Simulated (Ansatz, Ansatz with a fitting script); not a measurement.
An input for Ansatz 0.2.0 (Li3OCl (Pm-3m)):

```yaml
crystal:
  lattice:
    - [3.972419488, 0.0, 0.0]
    - [0.0, 3.972419488, 0.0]
    - [0.0, 0.0, 3.972419488]
  atoms:
    - { symbol: Li, position: [0.0, 0.5, 0.5] }
    - { symbol: Li, position: [0.5, 0.0, 0.5] }
    - { symbol: Li, position: [0.5, 0.5, 0.0] }
    - { symbol: Cl, position: [0.0, 0.0, 0.0] }
    - { symbol: O, position: [0.5, 0.5, 0.5] }
kpoints:
  mp_grid: { grid: [3, 3, 3] }
hamiltonian:
  xc: pbesol
  pseudopotentials: { kind: nc, xc_functional: pbe }
scf:
  occupations: { method: fixed }
  lower_state_search: "off"
  convergence: { dr2_threshold: 1.0e-09 }
output:
  rpa_energy:
    ecut_chi_ladder: [96, 112, 128, 144, 160]
    long_wavelength: neglected
    n_empty_bands: 288
basis:
  ecutwfc: 1240.0
  xc_grid: 3
```

```sh
ansatz run input.yaml --threads 8 --pin off --max-ram 18432MiB --backend cpu --events-out ev --progress --plain --runs-dir out
```

Estimate wall time and host memory on 8 threads of Arm Neoverse N1, shared host.

It took 19 s; on shared hardware allow 9.4 s to 38 s. Peak host memory was 1.8 GiB.

[Paths, hosts, dates, memory and timing lines, banners, echoed tables and standing remarks are left out of the program output.]

[Logs are printed without paths, hosts, clocks, repeated set-up lines and the standing remarks that a program may print on its own settings, such as how far it seeks lower states.]

[Runs of the session that timed out or met a known fault of the program may be left out.]

[Hosts, paths, dates, database ids (printed as entryN), source tags and the programs' standing remarks are cut or masked in the printed files.]
